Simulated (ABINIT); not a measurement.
# SiO2 (P3_221): G0W0 with ABINIT, start to end, part 2 of 3

Wanted: ground state, empty states, screening and self-energy for SiO2 (P3_221).

ABINIT 10.8.3; PBE and many-body steps on it, plane waves. Known limits of the many-body steps: not at the basis limit; coarse k mesh.

So far. Step 2 (Ground state): The gap is indirect, with the least direct gap 0.32 eV higher.

## Step 3: Bands along the symmetry lines

Level of this step: DFT, PBE, plane waves, norm-conserving pseudopotentials (ABINIT).

The cheap functional maps the bands first; the places of the edges decide which points the dearer methods must see.

run.abi

```
acell 3*1.0 Angstrom
rprim 
  4.916359999971 0.000000000007 0.000000000000
  -2.458179999991 4.257692654122 0.000000000000
  0.000000000000 0.000000000000 5.408400000000
ntypat 2
znucl 14 8
natom 9
typat 1 1 1 2 2 2 2 2 2
xred 
  0.469730000000 0.000000000000 0.666666666667
  0.000000000000 0.469730000000 0.333333333333
  0.530270000000 0.530270000000 -0.000000000000
  0.413540000000 0.267580000000 0.785580000000
  0.732420000000 0.145960000000 0.452246666667
  0.854040000000 0.586460000000 0.118913333333
  0.267580000000 0.413540000000 0.214420000000
  0.145960000000 0.732420000000 0.547753333333
  0.586460000000 0.854040000000 0.881086666667
pp_dirpath "pseudos"
pseudos "Si.upf, O.upf"
ecut 36
iscf -2
irdden 1
kptopt 0
nkpt 39
kpt 
  0.00000000 0.00000000 0.00000000
  0.12500000 0.00000000 0.00000000
  0.25000000 0.00000000 0.00000000
  0.37500000 0.00000000 0.00000000
  0.50000000 0.00000000 0.00000000
  0.45833333 0.08333333 0.00000000
  0.41666666 0.16666666 0.00000000
  0.37500000 0.25000000 0.00000000
  0.33333333 0.33333333 0.00000000
  0.25000000 0.25000000 0.00000000
  0.16666666 0.16666666 0.00000000
  0.08333333 0.08333333 0.00000000
  0.00000000 0.00000000 0.00000000
  0.00000000 0.00000000 0.12500000
  0.00000000 0.00000000 0.25000000
  0.00000000 0.00000000 0.37500000
  0.00000000 0.00000000 0.50000000
  0.12500000 0.00000000 0.50000000
  0.25000000 0.00000000 0.50000000
  0.37500000 0.00000000 0.50000000
  0.50000000 0.00000000 0.50000000
  0.45833333 0.08333333 0.50000000
  0.41666666 0.16666666 0.50000000
  0.37500000 0.25000000 0.50000000
  0.33333333 0.33333333 0.50000000
  0.25000000 0.25000000 0.50000000
  0.16666666 0.16666666 0.50000000
  0.08333333 0.08333333 0.50000000
  0.00000000 0.00000000 0.50000000
  0.50000000 0.00000000 0.50000000
  0.50000000 0.00000000 0.37500000
  0.50000000 0.00000000 0.25000000
  0.50000000 0.00000000 0.12500000
  0.50000000 -0.00000000 0.00000000
  0.33333333 0.33333333 0.50000000
  0.33333333 0.33333333 0.37500000
  0.33333333 0.33333333 0.25000000
  0.33333333 0.33333333 0.12500000
  0.33333333 0.33333333 0.00000000
istwfk *1
nband 37
nbdbuf 8
tolwfr 1e-07
nstep 50
prtwf 0
prtvol 0
indata_prefix "in"
outdata_prefix "out"
tmpdata_prefix "tmp"
```

On the command line:

```
> OMP_NUM_THREADS=1 mpirun -n 4 abinit run.abi > log
```

Numbers of over 12 decimals in the logs are rounded to 6 here.

What it wrote:

```text
.Version 10.8.3 of ABINIT. v10.8.2 released Aug 2026.

 Symmetries : space group P3_2 2 1 (#154); Bravais hP (primitive hexag.)
[... echo of the input left out ...]
== DATASET  1 ==================================================================
-   mpi_nproc: 4, omp_nthreads: 1 (-1 if OMP is not activated)

--- !DatasetInfo
iteration_state: {dtset: 1, }
dimensions: {natom: 9, nkpt: 39, mband: 37, nsppol: 1, nspinor: 1, nspden: 1, mpw: 7935, }
cutoff_energies: {ecut:  36.0, pawecutdg:  -1.0, }
electrons: {nelect:   4.80000000E+01, charge:   0.00000000E+00, occopt:   1.00000000E+00, tsmear:   1.00000000E-02, }

 Real(R)+Recip(G) space primitive vectors, cartesian coordinates (Bohr,Bohr^-1):
 R(1)=  9.2905739  0.0000000  0.0000000  G(1)=  0.1076360  0.0621437  0.0000000
 R(2)= -4.6452870  8.0458730  0.0000000  G(2)=  0.0000000  0.1242873  0.0000000
 R(3)=  0.0000000  0.0000000 10.2203948  G(3)=  0.0000000  0.0000000  0.0978436
 Unit cell volume ucvol=  7.6398247E+02 bohr^3
 Angles (23,13,12)=  9.00000000E+01  9.00000000E+01  1.20000000E+02 degrees

 getcut: wavevector=  0.0000  0.0000  0.0000  ngfft=  54  54  60
         ecut(hartree)=     36.000   => boxcut(ratio)=   2.15246

--- Pseudopotential description ------------------------------------------------
- Si Generated using ONCVPSP code by D. R. Hamann
- 14.00000   4.00000  171031                  znucl, zion, pspdat
12 -101130 2 -1 1510                          pspcod,pspxc,lmax,lloc,mmax
     nproj     2     2     2
  pspatm : epsatm=    9.34321561
         --- l  ekb(1:nproj) -->
             0    5.168965    0.829883
             1    2.571282    0.578307
             2   -2.427311   -0.488097
 pspatm: atomic psp has been read  and splines computed

- O Generated using ONCVPSP code by D. R. Hamann
-  8.00000   6.00000  171031                  znucl, zion, pspdat
12 -101130 2 -1 936                           pspcod,pspxc,lmax,lloc,mmax
     nproj     2     2     1
  pspatm : epsatm=    6.19545534
         --- l  ekb(1:nproj) -->
[...]
2   -1.331955
 pspatm: atomic psp has been read  and splines computed

--------------------------------------------------------------------------------

================================================================================
 prteigrs : about to open file out_EIG
 Non-SCF case, kpt    1 (  0.00000  0.00000  0.00000), residuals and eigenvalues=
  2.58E-08  1.69E-08  6.55E-08  5.66E-08  2.50E-08  3.37E-08  1.51E-08  3.56E-08
  4.53E-08  2.63E-08  3.30E-08  9.53E-08  2.86E-08  8.98E-08  2.47E-08  3.40E-08
  3.94E-08  7.85E-08  8.44E-08  3.00E-08  8.78E-08  6.54E-08  3.90E-08  9.57E-08
[...]
3.63E-06  4.66E-05  1.09E-04  2.27E-04  1.41E-03
 -7.0406E-01 -6.4788E-01 -6.4788E-01 -6.2422E-01 -6.2303E-01 -6.2303E-01
 -2.9529E-01 -2.9529E-01 -1.9193E-01 -1.9157E-01 -1.8494E-01 -1.8494E-01
[...]
4.8531E-01

--- !ResultsGS
iteration_state: {dtset: 1, }
comment   : Summary of ground state results
lattice_vectors:
- [  9.2905739,   0.0000000,   0.0000000, ]
- [ -4.6452870,   8.0458730,   0.0000000, ]
- [  0.0000000,   0.0000000,  10.2203948, ]
lattice_lengths: [   9.29057,    9.29057,   10.22039, ]
lattice_angles: [ 90.000,  90.000, 120.000, ] # degrees, (23, 13, 12)
lattice_volume:   7.6398247E+02
convergence: {deltae:  0.000E+00, res2:  0.000E+00, residm:  9.986E-08, diffor:  0.000E+00, }
etotal    :  -1.12355417E+02
entropy   :   0.00000000E+00
fermie    :   7.22210299E-03
cartesian_stress_tensor: null
pressure_GPa: null
xred      :
- [  4.6973E-01,   7.4015E-17,   6.6667E-01, Si]
- [  1.6639E-18,   4.6973E-01,   3.3333E-01, Si]
- [  5.3027E-01,   5.3027E-01,   9.2519E-18, Si]
- [  4.1354E-01,   2.6758E-01,   7.8558E-01,  O]
- [  7.3242E-01,   1.4596E-01,   4.5225E-01,  O]
- [  8.5404E-01,   5.8646E-01,   1.1891E-01,  O]
- [  2.6758E-01,   4.1354E-01,   2.1442E-01,  O]
- [  1.4596E-01,   7.3242E-01,   5.4775E-01,  O]
- [  5.8646E-01,   8.5404E-01,   8.8109E-01,  O]
cartesian_forces: null
force_length_stats: {min: null, max: null, mean: null, }

 Integrated electronic density in atomic spheres:
 ------------------------------------------------
 Atom  Sphere_radius  Integrated_density
[...]
================================================================================

 ----iterations are completed or convergence reached----

 Mean square residual over all n,k,spin=   49.400E-09; max=  99.857E-09
 reduced coordinates (array xred) for    9 atoms
[...]
0.145960000000      0.732420000000      0.547753333333
       0.586460000000      0.854040000000      0.881086666667

 cartesian coordinates (angstrom) at end:
    1      2.309362     3.29e-12     3.605600
    2     -1.154681     1.999966     1.802800
    3      1.303499     2.257727     0.000000
[...]
8     -1.082828     3.118419     2.962469
    9      0.783864     3.636240     4.765269
 length scales=  1.889726125908  1.889726125908  1.889726125908 bohr
              =  1.000000000000  1.000000000000  1.000000000000 angstroms
 prteigrs : about to open file out_EIG
 Eigenvalues (hartree) for nkpt=  39  k points:
 kpt#   1, nband= 37, wtk=  1.00000, kpt=  0.0000  0.0000  0.0000 (reduced coord)
[...]
kpt#   2, nband= 37, wtk=  1.00000, kpt=  0.1250  0.0000  0.0000 (reduced coord)
[...]
kpt#   3, nband= 37, wtk=  1.00000, kpt=  0.2500  0.0000  0.0000 (reduced coord)
[...]
kpt#  38, nband= 37, wtk=  1.00000, kpt=  0.3333  0.3333  0.1250 (reduced coord)
[...]
0.44201    0.46214    0.46747    0.48612    0.48696
 kpt#  39, nband= 37, wtk=  1.00000, kpt=  0.3333  0.3333  0.0000 (reduced coord)
[...]
-0.06818   -0.06242   -0.05562   -0.03780   -0.03780   -0.00873   -0.00873    0.00722
   0.33569    0.33569    0.35394    0.38873    0.39447    0.39447    0.40742    0.40742
   0.44974    0.46113    0.48372    0.48425    0.48531

== END DATASET(S) ==============================================================
================================================================================

 -outvars: echo values of variables after computation  --------
            nband          37
             nkpt          39
          spgroup         154
 [... the other variables as echoed above ...]

 Calculation completed.
```

Run time: 61 s. Hardware: 4 MPI ranks of Arm Neoverse V1, shared host; peak memory 0.48 GiB; 4 min of CPU time.

This step gave:

```yaml
gap: 6.031 eV
k_of_the_valence_top: 0.3333, 0.3333, 0
k_of_the_conduction_bottom: 0, 0, 0
least_direct_gap: 6.346 eV
```

The gap is 6.031 eV, as in the run before at this level.

The electronic bands at the labelled points (eV, zero at the top of the highest filled band):

```csv
point,band 21,band 22,band 23,band 24,band 25,band 26,band 27,band 28
Γ,-1.00,-0.68,-0.32,-0.32,6.03,9.33,9.33,9.78
halfway,-1.00,-0.83,-0.24,-0.15,6.91,9.33,9.40,9.90
M,-1.03,-0.78,-0.27,-0.04,8.28,9.01,9.73,9.74
halfway,-1.09,-0.63,-0.31,-0.02,8.47,9.07,9.62,9.95
K,-1.23,-0.43,-0.43,0.00,8.94,8.94,9.43,10.38
halfway,-0.91,-0.87,-0.25,-0.11,7.16,9.33,9.48,9.94
Γ,-1.00,-0.68,-0.32,-0.32,6.03,9.33,9.33,9.78
halfway,-1.07,-0.53,-0.22,-0.10,6.62,9.17,9.26,9.29
A,-1.21,-0.21,-0.21,-0.09,7.97,7.97,9.08,9.76
halfway,-1.08,-0.44,-0.41,-0.15,8.36,8.50,9.40,9.75
L,-0.88,-0.84,-0.60,-0.19,8.93,9.41,9.69,9.85
halfway,-0.86,-0.83,-0.62,-0.33,8.96,9.58,9.78,9.89
H,-0.93,-0.76,-0.58,-0.58,9.02,9.81,9.81,10.12
halfway,-1.06,-0.54,-0.39,-0.22,8.47,8.65,9.45,9.92
A,-1.21,-0.21,-0.21,-0.09,7.97,7.97,9.08,9.76
jump to L,-0.88,-0.84,-0.60,-0.19,8.93,9.41,9.69,9.85
halfway,-0.96,-0.72,-0.44,-0.12,8.56,9.11,9.59,10.06
M,-1.03,-0.78,-0.27,-0.04,8.28,9.01,9.73,9.74
jump to H,-0.93,-0.76,-0.58,-0.58,9.02,9.81,9.81,10.12
halfway,-1.01,-0.55,-0.51,-0.20,8.94,9.25,9.62,10.23
K,-1.23,-0.43,-0.43,0.00,8.94,8.94,9.43,10.38
```

## Step 4: Empty states on the mesh, 3×3×2 mesh, 221 bands

The sums over transitions need many empty states on a uniform mesh; this step solves for them.

run.abi

```
acell 3*1.0 Angstrom
rprim 
  4.916359999971 0.000000000007 0.000000000000
  -2.458179999991 4.257692654122 0.000000000000
  0.000000000000 0.000000000000 5.408400000000
ntypat 2
znucl 14 8
natom 9
typat 1 1 1 2 2 2 2 2 2
xred 
  0.469730000000 0.000000000000 0.666666666667
  0.000000000000 0.469730000000 0.333333333333
  0.530270000000 0.530270000000 -0.000000000000
  0.413540000000 0.267580000000 0.785580000000
  0.732420000000 0.145960000000 0.452246666667
  0.854040000000 0.586460000000 0.118913333333
  0.267580000000 0.413540000000 0.214420000000
  0.145960000000 0.732420000000 0.547753333333
  0.586460000000 0.854040000000 0.881086666667
pp_dirpath "pseudos"
pseudos "Si.upf, O.upf"
ecut 36
ngkpt 3 3 2
nshiftk 1
shiftk 0 0 0
kptopt 1
chksymbreak 0
iscf -2
irdden 1
istwfk *1
nband 221
nbdbuf 20
tolwfr 1e-09
nstep 60
prtvol 0
indata_prefix "in"
outdata_prefix "out"
tmpdata_prefix "tmp"
```

What it wrote:

```text
.Version 10.8.3 of ABINIT. v10.8.2 released Aug 2026.

 Symmetries : space group P3_2 2 1 (#154); Bravais hP (primitive hexag.)
[... echo of the input left out ...]
== DATASET  1 ==================================================================
-   mpi_nproc: 4, omp_nthreads: 1 (-1 if OMP is not activated)

--- !DatasetInfo
iteration_state: {dtset: 1, }
dimensions: {natom: 9, nkpt: 6, mband: 221, nsppol: 1, nspinor: 1, nspden: 1, mpw: 7935, }
cutoff_energies: {ecut:  36.0, pawecutdg:  -1.0, }
electrons: {nelect:   4.80000000E+01, charge:   0.00000000E+00, occopt:   1.00000000E+00, tsmear:   1.00000000E-02, }

 Real(R)+Recip(G) space primitive vectors, cartesian coordinates (Bohr,Bohr^-1):
 R(1)=  9.2905739  0.0000000  0.0000000  G(1)=  0.1076360  0.0621437  0.0000000
 R(2)= -4.6452870  8.0458730  0.0000000  G(2)=  0.0000000  0.1242873  0.0000000
 R(3)=  0.0000000  0.0000000 10.2203948  G(3)=  0.0000000  0.0000000  0.0978436
 Unit cell volume ucvol=  7.6398247E+02 bohr^3
 Angles (23,13,12)=  9.00000000E+01  9.00000000E+01  1.20000000E+02 degrees

 getcut: wavevector=  0.0000  0.0000  0.0000  ngfft=  54  54  60
         ecut(hartree)=     36.000   => boxcut(ratio)=   2.15246

--- Pseudopotential description ------------------------------------------------
- Si Generated using ONCVPSP code by D. R. Hamann
- 14.00000   4.00000  171031                  znucl, zion, pspdat
12 -101130 2 -1 1510                          pspcod,pspxc,lmax,lloc,mmax
     nproj     2     2     2
  pspatm : epsatm=    9.34321561
         --- l  ekb(1:nproj) -->
             0    5.168965    0.829883
             1    2.571282    0.578307
             2   -2.427311   -0.488097
 pspatm: atomic psp has been read  and splines computed

- O Generated using ONCVPSP code by D. R. Hamann
-  8.00000   6.00000  171031                  znucl, zion, pspdat
12 -101130 2 -1 936                           pspcod,pspxc,lmax,lloc,mmax
     nproj     2     2     1
  pspatm : epsatm=    6.19545534
         --- l  ekb(1:nproj) -->
[...]
2   -1.331955
 pspatm: atomic psp has been read  and splines computed

--------------------------------------------------------------------------------

================================================================================
 prteigrs : about to open file out_EIG
 Non-SCF case, kpt    1 (  0.00000  0.00000  0.00000), residuals and eigenvalues=
  5.18E-11  5.17E-11  6.11E-11  4.59E-10  2.07E-10  3.26E-10  1.28E-10  1.60E-10
  8.13E-11  1.30E-10  9.64E-11  1.41E-10  1.42E-10  1.13E-10  1.08E-10  1.32E-10
  1.08E-10  1.78E-10  1.45E-10  1.28E-10  1.05E-10  7.05E-11  1.08E-10  1.51E-10
[...]
9.71E-05  3.57E-05  1.36E-04  3.74E-04  5.46E-04
 -7.0406E-01 -6.4788E-01 -6.4788E-01 -6.2422E-01 -6.2303E-01 -6.2303E-01
 -2.9529E-01 -2.9529E-01 -1.9193E-01 -1.9157E-01 -1.8494E-01 -1.8494E-01
 -1.0033E-01 -1.0033E-01 -9.1767E-02 -8.2419E-02 -4.7610E-02 -4.7610E-02
[...]
2.7483E+00  2.7497E+00  2.7676E+00  2.7676E+00  2.7684E+00  2.7684E+00
  2.8024E+00  2.8090E+00  2.8090E+00  2.8499E+00  2.8694E+00  2.8695E+00
  2.8727E+00  2.8775E+00  2.8777E+00  2.8969E+00  2.9089E+00
 prteigrs : prtvol=0 or 1, do not print more k-points.

--- !ResultsGS
iteration_state: {dtset: 1, }
comment   : Summary of ground state results
lattice_vectors:
- [  9.2905739,   0.0000000,   0.0000000, ]
- [ -4.6452870,   8.0458730,   0.0000000, ]
- [  0.0000000,   0.0000000,  10.2203948, ]
lattice_lengths: [   9.29057,    9.29057,   10.22039, ]
lattice_angles: [ 90.000,  90.000, 120.000, ] # degrees, (23, 13, 12)
lattice_volume:   7.6398247E+02
convergence: {deltae:  0.000E+00, res2:  0.000E+00, residm:  9.985E-10, diffor:  0.000E+00, }
etotal    :  -1.12355417E+02
entropy   :   0.00000000E+00
fermie    :   7.22210299E-03
cartesian_stress_tensor: null
pressure_GPa: null
xred      :
- [  4.6973E-01,   7.4015E-17,   6.6667E-01, Si]
- [  1.6639E-18,   4.6973E-01,   3.3333E-01, Si]
- [  5.3027E-01,   5.3027E-01,   9.2519E-18, Si]
- [  4.1354E-01,   2.6758E-01,   7.8558E-01,  O]
- [  7.3242E-01,   1.4596E-01,   4.5225E-01,  O]
- [  8.5404E-01,   5.8646E-01,   1.1891E-01,  O]
- [  2.6758E-01,   4.1354E-01,   2.1442E-01,  O]
- [  1.4596E-01,   7.3242E-01,   5.4775E-01,  O]
- [  5.8646E-01,   8.5404E-01,   8.8109E-01,  O]
cartesian_forces: null
force_length_stats: {min: null, max: null, mean: null, }

 Integrated electronic density in atomic spheres:
 ------------------------------------------------
 Atom  Sphere_radius  Integrated_density
[...]
================================================================================

 ----iterations are completed or convergence reached----

 Mean square residual over all n,k,spin=   33.215E-11; max=  99.850E-11
 reduced coordinates (array xred) for    9 atoms
[...]
0.145960000000      0.732420000000      0.547753333333
       0.586460000000      0.854040000000      0.881086666667

 cartesian coordinates (angstrom) at end:
    1      2.309362     3.29e-12     3.605600
    2     -1.154681     1.999966     1.802800
    3      1.303499     2.257727     0.000000
[...]
8     -1.082828     3.118419     2.962469
    9      0.783864     3.636240     4.765269
 length scales=  1.889726125908  1.889726125908  1.889726125908 bohr
              =  1.000000000000  1.000000000000  1.000000000000 angstroms
 prteigrs : about to open file out_EIG
 Eigenvalues (hartree) for nkpt=   6  k points:
 kpt#   1, nband=221, wtk=  0.05556, kpt=  0.0000  0.0000  0.0000 (reduced coord)
[...]
2.71015    2.71015    2.74221    2.74221    2.74828    2.74971    2.76756    2.76756
   2.76844    2.76844    2.80239    2.80898    2.80898    2.84989    2.86942    2.86946
   2.87266    2.87748    2.87769    2.89690    2.90885
 prteigrs : prtvol=0 or 1, do not print more k-points.

== END DATASET(S) ==============================================================
================================================================================

 -outvars: echo values of variables after computation  --------
            nband         221
             nkpt           6
          spgroup         154
 [... the other variables as echoed above ...]

 Calculation completed.
```

Run time: 2.8 min. Hardware: 4 MPI ranks; peak memory 0.53 GiB; 11 min of CPU time.

This step gave:

* gap: 6.031 eV
* k of the valence top: 0.3333, 0.3333, 0
* k of the conduction bottom: 0, 0, 0
* least direct gap: 6.346 eV
* k points computed: 6
* lowest point of the top converged band, above the valence top: 72.3494 eV

On this mesh the gap is 6.031 eV.

(Continued in part 3 of 3.)

[Paths, hosts, dates, memory and timing lines, banners, echoed tables and standing remarks are left out of the program output.]

[Logs are printed without paths, hosts, clocks, repeated set-up lines and the standing remarks that a program may print on its own settings, such as how far it seeks lower states.]

[Runs of the session that timed out or met a known fault of the program may be left out.]

[Hosts, paths, dates, database ids (printed as entryN), source tags and the programs' standing remarks are cut or masked in the printed files.]

[G0W0 gaps are taken among the corrected bands and points alone; a level outside them can change the order at an edge.]

[Where Ansatz stands beside ABINIT at settings called matched, ABINIT's density can come from a denser mesh and the files from another edition; pairs whose starting gaps differed by over 0.03 eV were left out, so agreement reads better than it is.]
